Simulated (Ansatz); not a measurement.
Rows from a G0W0 calculation on Ga2O3 (C2/m) (Ansatz 0.2.0; G0W0 on r2SCAN, plane waves, PAW; 6×6×4 mesh, 572 empty bands, screening to 180 eV), in eV. Spin-orbit coupling is left out.

```tsv
row	k	band	start	Σx	Σc at the solution	Vxc
A	(-0.500, -0.500, -0.500)	c2	13.806	-11.991	-4.057	-17.046
B	(-0.500, -0.500, -0.500)	c1	13.693	-12.741	-4.030	-17.785
C	Γ	v1	7.745	-27.777	4.457	-22.510
D	Γ	c2	14.233	-11.282	-4.319	-16.598
E	(-0.500, -0.500, -0.500)	v1	7.761	-27.220	4.556	-21.847
F	Γ	c1	10.860	-11.819	-3.649	-16.217
```

Q: Give the quasiparticle energies and the shift of each level.

The quasiparticle equation reads E = start + Σx + Σc(E) − Vxc.

```tsv
row	E (eV)	shift (eV)
A	14.804	+0.998
B	14.706	+1.013
C	6.934	−0.810
D	15.231	+0.997
E	6.942	−0.818
F	11.609	+0.749
```

The gap over the computed points goes from 3.10 eV to 4.67 eV.

Limits: not at the basis limit; no spin-orbit coupling.

[Paths, hosts, dates, memory and timing lines, banners, echoed tables and standing remarks are left out of the program output.]

[Logs are printed without paths, hosts, clocks, repeated set-up lines and the standing remarks that a program may print on its own settings, such as how far it seeks lower states.]

[Runs of the session that timed out or met a known fault of the program may be left out.]

[Cells called generated may have been cut or substituted from an entry of the Crystallography Open Database or the Materials Project.]

[Hosts, paths, dates, database ids (printed as entryN), source tags and the programs' standing remarks are cut or masked in the printed files.]
